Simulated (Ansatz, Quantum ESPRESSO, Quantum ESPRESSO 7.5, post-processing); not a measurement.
# Co chain with one atom pushed 0.5 Å aside at constant bond length: ballistic transmission

Aim: the zero-bias transmission with pwcond for this junction: Co chain with one atom pushed 0.5 Å aside at constant bond length.

Method: plane-wave DFT, LDA, GBRV ultrasoft pseudopotentials (cross-check by Ansatz 0.2.0 with PAW datasets), in Quantum ESPRESSO 7.5.

Most raw output is cut from this account.

## Step 1: Starting point

The cell holds 11 atoms: 11 Co. Cell: a = 7.500 Å, b = 7.500 Å, c = 23.532 Å, α = 90.0°, β = 90.0°, γ = 90.0°. Regions: left lead, 5 atoms (5 Co); channel, 1 atom (1 Co); right lead, 5 atoms (5 Co). Vacuum lies along a and b. The structure is stacked along c, and the current runs across the ab planes.

## Step 2: Self-consistent run

One periodic cell holds a stretch of lead, the junction and more lead; the atoms stay as built.

Contents of scf.in:

```
&control
  prefix = 'scf'
  outdir = './out'
  pseudo_dir = './pseudo'
  calculation = 'scf'
  tprnfor = .true.
/
&system
  ibrav = 0
  nat = 11
  ntyp = 1
  ecutwfc = 34
  ecutrho = 170
  occupations = 'smearing'
  smearing = 'mv'
  degauss = 0.01
  nspin = 2
  starting_magnetization(1) = 0.33
/
&electrons
  conv_thr = 1e-07
  mixing_beta = 0.25
  electron_maxstep = 120
  mixing_mode = 'local-TF'
/
ATOMIC_SPECIES
  Co  58.9332  co_lda_v1.2.uspp.F.UPF
CELL_PARAMETERS angstrom
  7.50000000000000 0.00000000000000 0.00000000000000
  0.00000000000000 7.50000000000000 0.00000000000000
  0.00000000000000 0.00000000000000 23.53210473326530
ATOMIC_POSITIONS crystal
  Co  0.500000000000 0.500000000000 0.000000000000
  Co  0.500000000000 0.500000000000 0.091364543222
  Co  0.500000000000 0.500000000000 0.182729086443
  Co  0.500000000000 0.500000000000 0.274093629665
  Co  0.500000000000 0.500000000000 0.365458172887
  Co  0.566666667000 0.500000000000 0.454317728389
  Co  0.500000000000 0.500000000000 0.543177283891
  Co  0.500000000000 0.500000000000 0.634541827113
  Co  0.500000000000 0.500000000000 0.725906370335
  Co  0.500000000000 0.500000000000 0.817270913557
  Co  0.500000000000 0.500000000000 0.908635456778
K_POINTS automatic
  1 1 3 0 0 0
```

Run with:

```console
$ OMP_NUM_THREADS=1 mpirun -n 4 pw.x -nk 1 -in scf.in > scf.out
```

Wall time 4 min (4 MPI ranks of AMD EPYC 7B13 (Zen 3), shared host); peak memory 1.9 GiB; 16 min of CPU time.

This step gave:

```
free energy            : -44607.5043 eV
Fermi energy           : -2.744 eV
magnetization          : 23.8 μB
absolute magnetization : 24.22 μB
```

The program's own clock; routines nest. Time by routine:

| routine | wall time (s) | calls |
| --- | --- | --- |
| PWSCF | 237.5 | 1 |
| electrons | 232.1 | 1 |
| c_bands | 157.8 | 40 |
| cegterg | 151.6 | 160 |
| h_psi | 92.79 | 455 |
| fftw | 75.61 | 97554 |
| vloc_psi | 68.04 | 455 |
| sum_band | 43.47 | 40 |
| calbec | 17.63 | 631 |
| newd | 16.12 | 41 |
| mix_rho | 13.64 | 40 |
| h_psi:calbec | 11.83 | 455 |
| s_psi | 10.41 | 455 |
| add_vuspsi | 10.4 | 455 |

The run needed 40 iterations to bring the estimated error under 1e-07 Ry; the largest force on any atom, held or free, is 0.19 eV/Å. The cell keeps a moment of 23.8 μB.

## Step 3: The open system, spin up

prefixt takes both regions from one run: the lead from 0 to bdl, the scattering region from bdl to bds (units of alat). ikind = 1 puts the same lead on both sides. The program's T_tot counts both spins in a run without spin; the tables below give T per spin.

Contents of cond_up.in:

```
&inputcond
  outdir = './out'
  prefixt = 'scf'
  tran_file = 'cond_up.dat'
  bdl = 0.5733333333
  bds = 3.1376139640
  ikind = 1
  ewind = 4.0
  epsproj = 1e-05
  nz1 = 7
  iofspin = 1
  energy0 = 2.0
  denergy = -0.1
/
1
  0.00000000 0.00000000 1.00000000
41
```

Run with:

```console
$ OMP_NUM_THREADS=1 mpirun -n 4 pwcond.x -in cond_up.in > cond_up.out
```

The job ended after 2 min (4 MPI ranks; peak memory 0.48 GiB).

This step gave:

* lead channels, spin up: 1
* transmission at the Fermi level, spin up: 0.9958

Per spin. Table of open channels, up by energy, zero at the Fermi level:

| energy (eV) | open channels, up |
| --- | --- |
| -2.00 | 6 |
| -1.80 | 6 |
| -1.60 | 4 |
| -1.40 | 4 |
| -1.20 | 4 |
| -1.00 | 4 |
| -0.90 | 4 |
| -0.70 | 1 |
| -0.50 | 1 |
| -0.30 | 1 |
| -0.10 | 1 |
| 0.00 | 1 |
| 0.10 | 1 |
| 0.30 | 1 |
| 0.50 | 1 |
| 0.70 | 1 |
| 0.90 | 1 |
| 1.00 | 1 |
| 1.20 | 1 |
| 1.40 | 1 |
| 1.60 | 1 |
| 1.80 | 1 |
| 2.00 | 1 |

Per spin. Table of transmission, up by energy, zero at the Fermi level:

| energy (eV) | transmission, up |
| --- | --- |
| -2.00 | 5.87 |
| -1.90 | 5.68 |
| -1.80 | 4.27 |
| -1.70 | 3.74 |
| -1.60 | 3.84 |
| -1.50 | 3.89 |
| -1.40 | 3.90 |
| -1.20 | 3.90 |
| -1.10 | 3.88 |
| -1.00 | 3.84 |
| -0.90 | 3.74 |
| -0.80 | 1.86 |
| -0.70 | 0.999 |
| -0.60 | 0.998 |
| -0.50 | 0.998 |
| -0.40 | 0.997 |
| -0.30 | 0.997 |
| -0.20 | 0.997 |
| -0.10 | 0.996 |
| 0.00 | 0.996 |
| 0.10 | 0.995 |
| 0.20 | 0.995 |
| 0.30 | 0.995 |
| 0.40 | 0.994 |
| 0.50 | 0.994 |
| 0.60 | 0.993 |
| 0.70 | 0.993 |
| 0.80 | 0.992 |
| 0.90 | 0.992 |
| 1.00 | 0.991 |
| 1.10 | 0.990 |
| 1.20 | 0.989 |
| 1.40 | 0.986 |
| 1.50 | 0.984 |
| 1.60 | 0.982 |
| 1.70 | 0.977 |
| 1.80 | 0.969 |
| 1.90 | 0.950 |
| 2.00 | 0.861 |

At no point does T exceed the number of channels.

## Step 4: The open system, spin down

cond_dn.in is the input of step 3 with these lines changed:

```diff
@@ -3,3 +3,3 @@
   prefixt = 'scf'
-  tran_file = 'cond_up.dat'
+  tran_file = 'cond_dn.dat'
   bdl = 0.5733333333
@@ -10,3 +10,3 @@
   nz1 = 7
-  iofspin = 1
+  iofspin = 2
   energy0 = 2.0
```

Run with:

```console
$ OMP_NUM_THREADS=1 mpirun -n 4 pwcond.x -in cond_dn.in > cond_dn.out
```

It took 2 min on 4 MPI ranks; peak memory 0.48 GiB.

Read from the output:

| Property | Result |
| --- | --- |
| lead channels, spin down | 6 |
| transmission at the Fermi level, spin down | 5.843 |

Per spin. Open channels, down against energy, zero at the Fermi level:

| energy (eV) | open channels, down |
| --- | --- |
| -2.00 | 1 |
| -1.90 | 1 |
| -1.80 | 1 |
| -1.70 | 3 |
| -1.60 | 3 |
| -1.50 | 3 |
| -1.40 | 3 |
| -1.20 | 3 |
| -1.10 | 4 |
| -1.00 | 4 |
| -0.90 | 4 |
| -0.80 | 4 |
| -0.70 | 4 |
| -0.60 | 4 |
| -0.50 | 4 |
| -0.40 | 6 |
| -0.30 | 6 |
| -0.20 | 6 |
| -0.10 | 6 |
| 0.00 | 6 |
| 0.10 | 6 |
| 0.20 | 6 |
| 0.30 | 6 |
| 0.40 | 4 |
| 0.50 | 4 |
| 0.60 | 4 |
| 0.70 | 4 |
| 0.80 | 4 |
| 0.90 | 4 |
| 1.00 | 4 |
| 1.10 | 4 |
| 1.20 | 4 |
| 1.40 | 3 |
| 1.50 | 1 |
| 1.60 | 1 |
| 1.70 | 1 |
| 1.80 | 1 |
| 1.90 | 1 |
| 2.00 | 1 |

Per spin. Table of transmission, down by energy, zero at the Fermi level:

energy (eV), transmission, down and a bar from the least value:
```
    -2.00       0.99 
    -1.90       0.99 
    -1.80       0.99 
    -1.70       1.76 #####
    -1.60       2.05 #######
    -1.50       2.23 ########
    -1.40       2.39 #########
    -1.20       2.52 ##########
    -1.10       3.84 ##################
    -1.00       3.91 ##################
    -0.90       3.97 ##################
    -0.80       3.98 ##################
    -0.70       3.98 ##################
    -0.60       3.81 #################
    -0.50       3.95 ##################
    -0.40       4.78 #######################
    -0.30       5.47 ###########################
    -0.20       5.84 ##############################
    -0.10       5.89 ##############################
     0.00       5.84 ##############################
     0.10       5.73 #############################
     0.20       5.51 ############################
     0.30       5.09 #########################
     0.40       2.92 ############
     0.50       3.67 #################
     0.60       3.77 #################
     0.70       3.80 #################
     0.80       3.79 #################
     0.90       3.74 #################
     1.00       3.66 ################
     1.10       3.48 ###############
     1.20       2.25 ########
     1.40       1.98 ######
     1.50       0.94 
     1.60       0.96 
     1.70       0.97 
     1.80       0.97 
     1.90       0.97 
     2.00       0.97
```

## Step 5: Both spins together

This step gave:

* conductance: 3.419 G₀
* spin polarisation: -0.7088

Per spin. Transmission against energy, zero at the Fermi level:

| energy (eV) | up | down |
| --- | --- | --- |
| -2.00 | 5.87 | 0.990 |
| -1.80 | 4.27 | 0.994 |
| -1.60 | 3.84 | 2.05 |
| -1.40 | 3.90 | 2.39 |
| -1.20 | 3.90 | 2.52 |
| -1.00 | 3.84 | 3.91 |
| -0.90 | 3.74 | 3.97 |
| -0.70 | 0.999 | 3.98 |
| -0.50 | 0.998 | 3.95 |
| -0.30 | 0.997 | 5.47 |
| -0.10 | 0.996 | 5.89 |
| 0.00 | 0.996 | 5.84 |
| 0.10 | 0.995 | 5.73 |
| 0.30 | 0.995 | 5.09 |
| 0.50 | 0.994 | 3.67 |
| 0.70 | 0.993 | 3.80 |
| 0.90 | 0.992 | 3.74 |
| 1.00 | 0.991 | 3.66 |
| 1.20 | 0.989 | 2.25 |
| 1.40 | 0.986 | 1.98 |
| 1.60 | 0.982 | 0.959 |
| 1.80 | 0.969 | 0.968 |
| 2.00 | 0.861 | 0.968 |

## Step 6: The open system, spin up, with epsproj = 0.01

How much does a setting matter? One run is repeated with a change.

cond_up.w.in is the input of step 3 with these lines changed:

```diff
@@ -3,3 +3,3 @@
   prefixt = 'scf'
-  tran_file = 'cond_up.dat'
+  tran_file = 'cond_up.w.dat'
   bdl = 0.5733333333
@@ -8,3 +8,3 @@
   ewind = 4.0
-  epsproj = 1e-05
+  epsproj = 0.01
   nz1 = 7
```

Run with:

```console
$ OMP_NUM_THREADS=1 mpirun -n 4 pwcond.x -in cond_up.w.in > cond_up.w.out
```

Elapsed: 48 s, on 4 MPI ranks; peak memory 0.44 GiB.

The changed values were drawn from a wide range, not chosen for quality; the comparison shows what they did here together.

Beside the run it was changed from:

| quantity | this run | unchanged run | difference |
| --- | --- | --- | --- |
| transmission at the Fermi level, spin up | 0.9959 | 0.9958 | 1.8e-4 |
| wall time (s) | 48 | 122 |  |

Over all energies T moves by up to 1.2, at -0.8 eV, where the two runs count unlike lead channels.

The physical values in this table stay within 0.05 %.

## Step 7: The same in Ansatz

As a check, the same structure is run in Ansatz.

Level of this step: plane-wave DFT, LDA, Ansatz PAW (Ansatz 0.2.0).

Contents of input.yaml:

```yaml
crystal:
  lattice:
    - [7.5, 0.0, 0.0]
    - [0.0, 7.5, 0.0]
    - [0.0, 0.0, 23.5321047333]
  atoms:
    - { symbol: Co, position: [0.5, 0.5, 0.0], spin: 2.0 }
    - { symbol: Co, position: [0.5, 0.5, 0.0913645432], spin: 2.0 }
    - { symbol: Co, position: [0.5, 0.5, 0.1827290864], spin: 2.0 }
    - { symbol: Co, position: [0.5, 0.5, 0.2740936297], spin: 2.0 }
    - { symbol: Co, position: [0.5, 0.5, 0.3654581729], spin: 2.0 }
    - { symbol: Co, position: [0.566666667, 0.5, 0.4543177284], spin: 2.0 }
    - { symbol: Co, position: [0.5, 0.5, 0.5431772839], spin: 2.0 }
    - { symbol: Co, position: [0.5, 0.5, 0.6345418271], spin: 2.0 }
    - { symbol: Co, position: [0.5, 0.5, 0.7259063703], spin: 2.0 }
    - { symbol: Co, position: [0.5, 0.5, 0.8172709136], spin: 2.0 }
    - { symbol: Co, position: [0.5, 0.5, 0.9086354568], spin: 2.0 }
magnetization:
  spin_polarized: true
kpoints:
  mp_grid: { grid: [1, 1, 4] }
hamiltonian:
  xc: lda
scf:
  occupations: { method: fermi_dirac, width: 0.1 }
  convergence: { dr2_threshold: 1.0e-08 }
output:
  transmission:
    leads: [[0, 1]]
    e_range: [-2.0, 2.0]
    de: 0.05
    kmesh: [1, 1]
    reduced_basis: true
  write_potential: true
  write_density: true
  volumetric_format: npy
```

Run with:

```console
$ ansatz run input.yaml --threads 4 --pin off --max-ram 8192MiB --backend cpu --events-out ev --progress --plain --runs-dir out
```

Wall time 1.7 min (4 threads); peak memory 3 GiB; 6.2 min of CPU time.

Numbers from this step:

| Quantity | Value |
| --- | --- |
| free energy | -55648.3330 eV |
| energy at zero smearing | -55647.8430 eV |
| smearing term TS | 0.9800 eV |
| Fermi energy | -2.758 eV |
| magnetization | 24.06 μB |
| absolute magnetization | 24.28 μB |
| symmetry operations | 4 |
| transmission at the Fermi level, spin down | 5.833 |
| step of the lead's Hamiltonian over a period | 1.3 meV |

Per spin. The transmission by energy, zero at the Fermi level:

| energy (eV) | up | down |
| --- | --- | --- |
| -2.00 | 5.86 | 0.989 |
| -1.85 | 5.77 | 0.991 |
| -1.70 | 4.52 | 1.78 |
| -1.60 | 3.79 | 2.08 |
| -1.45 | 3.89 | 2.34 |
| -1.30 | 3.91 | 2.55 |
| -1.15 | 3.91 | 3.27 |
| -1.05 | 3.89 | 3.88 |
| -0.90 | 3.83 | 3.97 |
| -0.75 | 3.49 | 3.98 |
| -0.60 | 0.995 | 3.97 |
| -0.50 | 0.996 | 3.95 |
| -0.35 | 0.997 | 5.44 |
| -0.20 | 0.996 | 5.88 |
| -0.05 | 0.996 | 5.87 |
| 0.00 | 0.996 | 5.83 |
| 0.05 | 0.996 | 5.77 |
| 0.20 | 0.995 | 5.44 |
| 0.35 | 0.994 | 4.53 |
| 0.50 | 0.993 | 3.71 |
| 0.60 | 0.993 | 3.78 |
| 0.75 | 0.992 | 3.79 |
| 0.90 | 0.991 | 3.73 |
| 1.05 | 0.990 | 3.57 |
| 1.15 | 0.989 | 3.22 |
| 1.30 | 0.988 | 2.12 |
| 1.45 | 0.986 | 0.944 |
| 1.60 | 0.982 | 0.965 |
| 1.70 | 0.979 | 0.970 |
| 1.85 | 0.966 | 0.973 |
| 2.00 | 0.907 | 0.972 |

Per spin. Open channels against energy, zero at the Fermi level:

| energy (eV) | up | down |
| --- | --- | --- |
| -2.000 | 6 | 1 |
| -1.800 | 6 | 1 |
| -1.600 | 4 | 3 |
| -1.400 | 4 | 3 |
| -1.200 | 4 | 3 |
| -1.000 | 4 | 4 |
| -0.800 | 4 | 4 |
| -0.600 | 1 | 4 |
| -0.400 | 1 | 6 |
| -0.200 | 1 | 6 |
| 0.000 | 1 | 6 |
| 0.200 | 1 | 6 |
| 0.400 | 1 | 4 |
| 0.600 | 1 | 4 |
| 0.800 | 1 | 4 |
| 1.000 | 1 | 4 |
| 1.200 | 1 | 3 |
| 1.400 | 1 | 1 |
| 1.600 | 1 | 1 |
| 1.800 | 1 | 1 |
| 2.000 | 1 | 1 |

## Step 8: All levels side by side

All levels:

| step | T at the Fermi level (sum over the spins) | conductance (G0) | r.m.s. T(E) from the first | CPU time of the step (s) | peak memory (GiB) |
| --- | --- | --- | --- | --- | --- |
| Ansatz | 6.829 | - | 0 | 371.4 | 3.009 |
| pwcond | 6.838 | 3.419 | 0.4482 | 958.2 | - |

Sum over both spins. The transmission by energy, zero at the Fermi level:

| energy (eV) | Ansatz | pwcond |
| --- | --- | --- |
| -2.00 | 6.85 | 6.86 |
| -1.80 | 6.61 | 5.26 |
| -1.60 | 5.87 | 5.89 |
| -1.40 | 6.31 | 6.29 |
| -1.20 | 6.53 | 6.42 |
| -1.00 | 7.81 | 7.75 |
| -0.90 | 7.80 | 7.71 |
| -0.70 | 5.90 | 4.98 |
| -0.50 | 4.95 | 4.95 |
| -0.30 | 6.68 | 6.47 |
| -0.10 | 6.89 | 6.89 |
| 0.00 | 6.83 | 6.84 |
| 0.10 | 6.68 | 6.73 |
| 0.30 | 5.98 | 6.09 |
| 0.50 | 4.70 | 4.66 |
| 0.70 | 4.79 | 4.79 |
| 0.90 | 4.72 | 4.74 |
| 1.00 | 4.64 | 4.65 |
| 1.20 | 3.05 | 3.24 |
| 1.40 | 1.89 | 2.97 |
| 1.60 | 1.95 | 1.94 |
| 1.80 | 1.94 | 1.94 |
| 2.00 | 1.88 | 1.83 |

## Step 9: Worked from the printed numbers

G = 3.42 × 77.48 µS = 265 µS a cell, a resistance of 3.77 kΩ.

## Step 10: Results

```
conductance from T at the Fermi level, a cell (G₀ = 2e²/h) : 3.42 G₀
spin polarisation of the transmission                      : -0.71
the same conductance by Ansatz                             : 3.41 G₀
```

In words: The junction conducts 3.42 G₀ a cell at the Fermi level (LDA, GBRV ultrasoft). At the Fermi level the junction passes 98 % of what the leads offer, nearly all. At the Fermi level pwcond and Ansatz differ by 0.15 %, a close match. Away from the Fermi level the two curves part, by 0.45 in r.m.s. Over -2 to 2 eV, T lies between 0.86 and 5.9 for spin up and 0.94 and 5.9 for spin down. The geometry is as built, not relaxed, and the leads are short.

[Logs are printed without paths, hosts, clocks, repeated set-up lines and the standing remarks that a program may print on its own settings, such as how far it seeks lower states.]

[Hosts, paths, dates, database ids (printed as entryN), source tags and the programs' standing remarks are cut or masked in the printed files.]

[Maps of the electrostatic potential energy from Ansatz leave out the sawtooth potential of an applied field or a dipole correction, so their vacuum need not be flat; planar profiles and work functions include it.]
